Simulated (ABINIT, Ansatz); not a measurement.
# A GW chain in ABINIT: PbS (Galena), part 3 of 3

How does a plane-wave GW calculation on PbS (Galena) run from the first input to the gap?

ABINIT 10.8.3; PBE and many-body steps on it, plane waves. Known limits of the many-body steps: not at the basis limit; model gap, bands may invert with spin-orbit coupling; mesh may overstate the screening; no spin-orbit coupling; coarse k mesh.

So far. Step 4 (Empty states on the mesh, 4×4×4 mesh, 123 bands): On this mesh the gap is 0.362 eV. Step 5 (Screening, 4×4×4 mesh, 115 bands, screening to 149.7 eV): Local fields lower ε∞ by 9 %. On a Γ-centred mesh this coarse the value itself is usually too large, while a short band sum pulls it down.

The database entry behind the starting cell differs from later determinations by our own check (about 0.1 % short), so it need not match the best structure at ambient conditions.

## Step 6: Self-energy, 4×4×4 mesh, 115 bands, screening to 149.7 eV

The self-energy is evaluated for the states that the input lists, and the levels follow from it, in one-shot runs by the linearised quasiparticle equation.

This step: G0W0 on PBE, plane waves, norm-conserving pseudopotentials.

Input file run.abi:

```
acell 3*1.0 Angstrom
rprim 
  0.000000000000 2.965750000000 2.965750000000
  2.965750000000 -0.000000000000 2.965750000000
  2.965750000000 2.965750000000 0.000000000000
ntypat 2
znucl 82 16
natom 2
typat 1 2
xred 
  0.000000000000 0.000000000000 0.000000000000
  0.500000000000 0.500000000000 0.500000000000
pp_dirpath "pseudos"
pseudos "Pb.upf, S.upf"
ecut 32
ngkpt 4 4 4
nshiftk 1
shiftk 0 0 0
kptopt 1
chksymbreak 0
istwfk *1
occopt 1
irdwfk 1
optdriver 4
nband 115
gwcalctyp 0
ecutsigx 32
symsigma 1
nkptgw 2
kptgw 
  0.5000000000 0.0000000000 0.0000000000
  0.0000000000 0.0000000000 0.0000000000
bdgw 
  12 17
  12 17
ecuteps 5.5
irdscr 1
ppmodel 1
indata_prefix "in"
outdata_prefix "out"
tmpdata_prefix "tmp"
```

Run with:

```console
> OMP_NUM_THREADS=1 mpirun -n 8 abinit run.abi > log
```

Numbers of over 12 decimals in the logs are rounded to 6 here.

What it wrote:

```text
.Version 10.8.3 of ABINIT. v10.8.2 released Aug 2026.

 Symmetries : space group Fm -3 m (#225); Bravais cF (face-center cubic)
[... echo of the input left out ...]
== DATASET  1 ==================================================================
-   mpi_nproc: 8, omp_nthreads: 1 (-1 if OMP is not activated)

--- !DatasetInfo
iteration_state: {dtset: 1, }
dimensions: {natom: 2, nkpt: 8, mband: 115, nsppol: 1, nspinor: 1, nspden: 1, mpw: 3071, }
cutoff_energies: {ecut:  32.0, pawecutdg:  -1.0, }
electrons: {nelect:   2.80000000E+01, charge:   0.00000000E+00, occopt:   1.00000000E+00, tsmear:   1.00000000E-02, }

 SIGMA: Calculation of the GW corrections

 Based on a program developped by R.W. Godby, V. Olevano, G. Onida, and L. Reining.
 Incorporated in ABINIT by V. Olevano, G.-M. Rignanese, and M. Torrent.
.Using double precision arithmetic ; gwpc =  8

[... cell and pseudopotentials left out ...]
--------------------------------------------------------------------------------

 ==== K-mesh for the wavefunctions ====
 Number of points in the irreducible wedge :     8
[... list of points left out ...]
 Together with 48 symmetry operations and time-reversal symmetry
 yields    64 points in the full Brillouin Zone.

 ==== Q-mesh for screening function ====
 Number of points in the irreducible wedge :     8
[... list of points left out ...]
 Together with 48 symmetry operations and time-reversal symmetry
 yields    64 points in the full Brillouin Zone.

 vcoul_init : cutoff-mode = AUXILIARY_FUNCTION
 q-points for optical limit:   1
     1)      0.000010    0.000020    0.000030
 setmesh: FFT mesh size selected  =    45x   45x   45
          total number of points  =        91125

 Number of electrons calculated from density =   28.0000; Expected =   28.0000
 average of density, n =  0.079529
 r_s =    1.4425
 omega_plasma =   27.2032 [eV]

 === KS Band Gaps ===
  >>>> For spin  1
   Minimum direct gap =   0.3621 [eV], located at k-point      :   0.5000  0.0000  0.0000
   Fundamental gap    =   0.3621 [eV], Top of valence bands at :   0.5000  0.0000  0.0000
                                       Bottom of conduction at :   0.5000  0.0000  0.0000
 SIGMA fundamental parameters:
 PLASMON POLE MODEL  1
 number of plane-waves for SigmaX                 3071
 number of plane-waves for SigmaC and W            229
 number of plane-waves for wavefunctions          3071
 number of bands                                   115
 number of independent spin polarizations            1
 number of spinorial components                      1
 number of k-points in IBZ                           8
 number of q-points in IBZ                           8
 number of symmetry operations                      48
 number of k-points in BZ                           64
 number of q-points in BZ                           64
 number of frequencies for dSigma/dE                 9
 frequency step for dSigma/dE [eV]                0.25
 number of omega for Sigma on real axis              0
 max omega for Sigma on real axis  [eV]           0.00
 zcut for avoiding poles [eV]                     0.10

 EPSILON^-1 parameters (SCR file):
 dimension of the eps^-1 matrix on file            229
 dimension of the eps^-1 matrix used               229
 number of plane-waves for wavefunctions          3071
 number of bands                                   115
 number of q-points in IBZ                           8
 number of frequencies                               2
 number of real frequencies                          1
 number of imag frequencies                          1

 matrix elements of self-energy operator (all in [eV])

 Perturbative Calculation

--- !SelfEnergy_ee
iteration_state: {dtset: 1, }
kpoint     : [   0.500,    0.000,    0.000, ]
spin       : 1
KS_gap     :    0.362
QP_gap     :    0.552
Delta_QP_KS:    0.189
data: !SigmaeeData |
     Band     E0 <VxcDFT>   SigX SigC(E0)      Z dSigC/dE  Sig(E)    E-E0       E
       12   5.324 -13.032 -15.902   2.185   0.766  -0.305 -13.557  -0.525   4.799
       13   5.324 -13.032 -15.902   2.185   0.766  -0.305 -13.557  -0.525   4.799
       14   7.111 -13.948 -15.279   0.961   0.783  -0.277 -14.238  -0.290   6.821
       15   7.473  -9.983  -6.606  -3.502   0.807  -0.240 -10.084  -0.100   7.373
       16   9.069 -10.961  -7.215  -3.638   0.809  -0.236 -10.874   0.087   9.156
       17   9.069 -10.961  -7.215  -3.638   0.809  -0.236 -10.874   0.087   9.156

--- !SelfEnergy_ee
iteration_state: {dtset: 1, }
kpoint     : [   0.000,    0.000,    0.000, ]
spin       : 1
KS_gap     :    7.387
QP_gap     :    8.161
Delta_QP_KS:    0.774
data: !SigmaeeData |
     Band     E0 <VxcDFT>   SigX SigC(E0)      Z dSigC/dE  Sig(E)    E-E0       E
       12   4.934 -12.644 -15.658   2.327   0.765  -0.307 -13.170  -0.525   4.409
       13   4.934 -12.644 -15.658   2.327   0.765  -0.307 -13.170  -0.525   4.409
       14   4.934 -12.644 -15.658   2.327   0.765  -0.307 -13.170  -0.525   4.409
       15  12.321 -12.025  -7.002  -4.707   0.786  -0.273 -11.777   0.249  12.570
       16  12.321 -12.025  -7.002  -4.707   0.786  -0.273 -11.777   0.249  12.570
       17  12.321 -12.025  -7.002  -4.707   0.786  -0.273 -11.777   0.249  12.570

== END DATASET(S) ==============================================================
================================================================================

 -outvars: echo values of variables after computation  --------
           etotal      0.0000000000E+00
            nband         115
             nkpt           8
          spgroup         225
 [... the other variables as echoed above ...]

 Calculation completed.
```

The job ended after 15 s (8 MPI ranks of Arm Neoverse N1, shared host; peak memory 1.4 GiB; 2 min of CPU time).

Numbers from this step:

```
G0W0 gap on the points computed              : 0.5520 eV
starting gap on the mesh                     : 0.3621 eV
k of the valence top                         : 0.5, 0, 0
k of the conduction bottom                   : 0.5, 0, 0
Z at the valence top                         : 0.783
Z at the conduction bottom                   : 0.807
least direct G0W0 gap on the computed points : 0.5520 eV
```

The gap on the mesh goes from 0.36 eV to 0.55 eV, a correction of +0.19 eV.

Limits: finite bands, cutoff and mesh; model gap, bands may invert with spin-orbit coupling; no spin-orbit coupling; coarse k mesh. v1 is the top filled band, c1 the lowest empty one. Levels before and after the correction, in eV, zero at the valence-band top of each column:

|  | conduction bottom | valence top |
| --- | --- | --- |
| Kohn-Sham | 0.36 | 0.00 |
| G0W0 | 0.55 | 0.00 |

```
                     level  energy (eV)
Kohn-Sham  (0.5 0 0) v3-v2       -1.786
Kohn-Sham     (0.5 0 0) v1        0.000
Kohn-Sham     (0.5 0 0) c1        0.362
Kohn-Sham  (0.5 0 0) c2-c3        1.958
     G0W0  (0.5 0 0) v3-v2       -2.022
     G0W0     (0.5 0 0) v1        0.000
     G0W0     (0.5 0 0) c1        0.552
     G0W0  (0.5 0 0) c2-c3        2.335
```

## Step 7: Where the time went

Times are wall times on 8 MPI ranks of Arm Neoverse N1, shared host, good to a factor of about two.

```csv
step,time,share,memory (GiB)
ground state,13 s,8 %,0.61
bands along the symmetry lines,23 s,14 %,0.53
empty states on the mesh,53 s,32 %,4.4
screening,60 s,36 %,1.5
self-energy,15 s,9 %,1.4
```

## Step 8: What came out

| Item | Value |
| --- | --- |
| PBE gap | 0.36 eV, direct |
| G0W0 gap on the mesh | 0.55 eV |
| GW settings | 4×4×4 mesh, 115 bands, screening to 149.7 eV, Godby-Needs plasmon pole |
| known limits | not at the basis limit; model gap, bands may invert with spin-orbit coupling; mesh may overstate the screening; no spin-orbit coupling; coarse k mesh |

In words: G0W0 moves the gap on the mesh from 0.36 eV to 0.55 eV (+0.19 eV), with Z of 0.78 and 0.81 at the edges. Local fields lower the RPA ε∞ on this mesh from 77.88 to 71.21; a Γ-centred mesh this coarse tends to raise both, most where the direct gap is narrow, while a short band sum lowers them. Only 2 of the mesh's irreducible points were corrected, so a valley elsewhere could overtake. Bands and cutoff are finite, so the gap is not at the basis limit. The miss can reach some tenths of an eV and take either sign; the mesh is an error of its own. In the G0W0 run levels were corrected at 2 k points alone, so a gap called «on the mesh» is the least over those, and an edge elsewhere would be missed. The 4×4×4 mesh is coarse for this cell, which bears on the long-range parts of exchange and screening. Where an edge is built on 6p states of lead, bismuth or thallium, scalar-relativistic gaps usually stand too wide, by a few tenths to over one eV. With atoms this heavy and so narrow a gap, spin-orbit coupling can invert the bands. These scalar-relativistic gaps are then model values, not to be set against experiment, and a spin-orbit change taken from DFT can't simply be added. The RPA ε∞ on this mesh reaches over 25; with a narrow direct gap a coarse mesh can overstate it, and the correction is then too small.

[Paths, hosts, dates, memory and timing lines, banners, echoed tables and standing remarks are left out of the program output.]

[Logs are printed without paths, hosts, clocks, repeated set-up lines and the standing remarks that a program may print on its own settings, such as how far it seeks lower states.]

[Runs of the session that timed out or met a known fault of the program may be left out.]

[Hosts, paths, dates, database ids (printed as entryN), source tags and the programs' standing remarks are cut or masked in the printed files.]

[G0W0 gaps are taken among the corrected bands and points alone; a level outside them can change the order at an edge.]

[Where Ansatz stands beside ABINIT at settings called matched, ABINIT's density can come from a denser mesh and the files from another edition; pairs whose starting gaps differed by over 0.03 eV were left out, so agreement reads better than it is.]
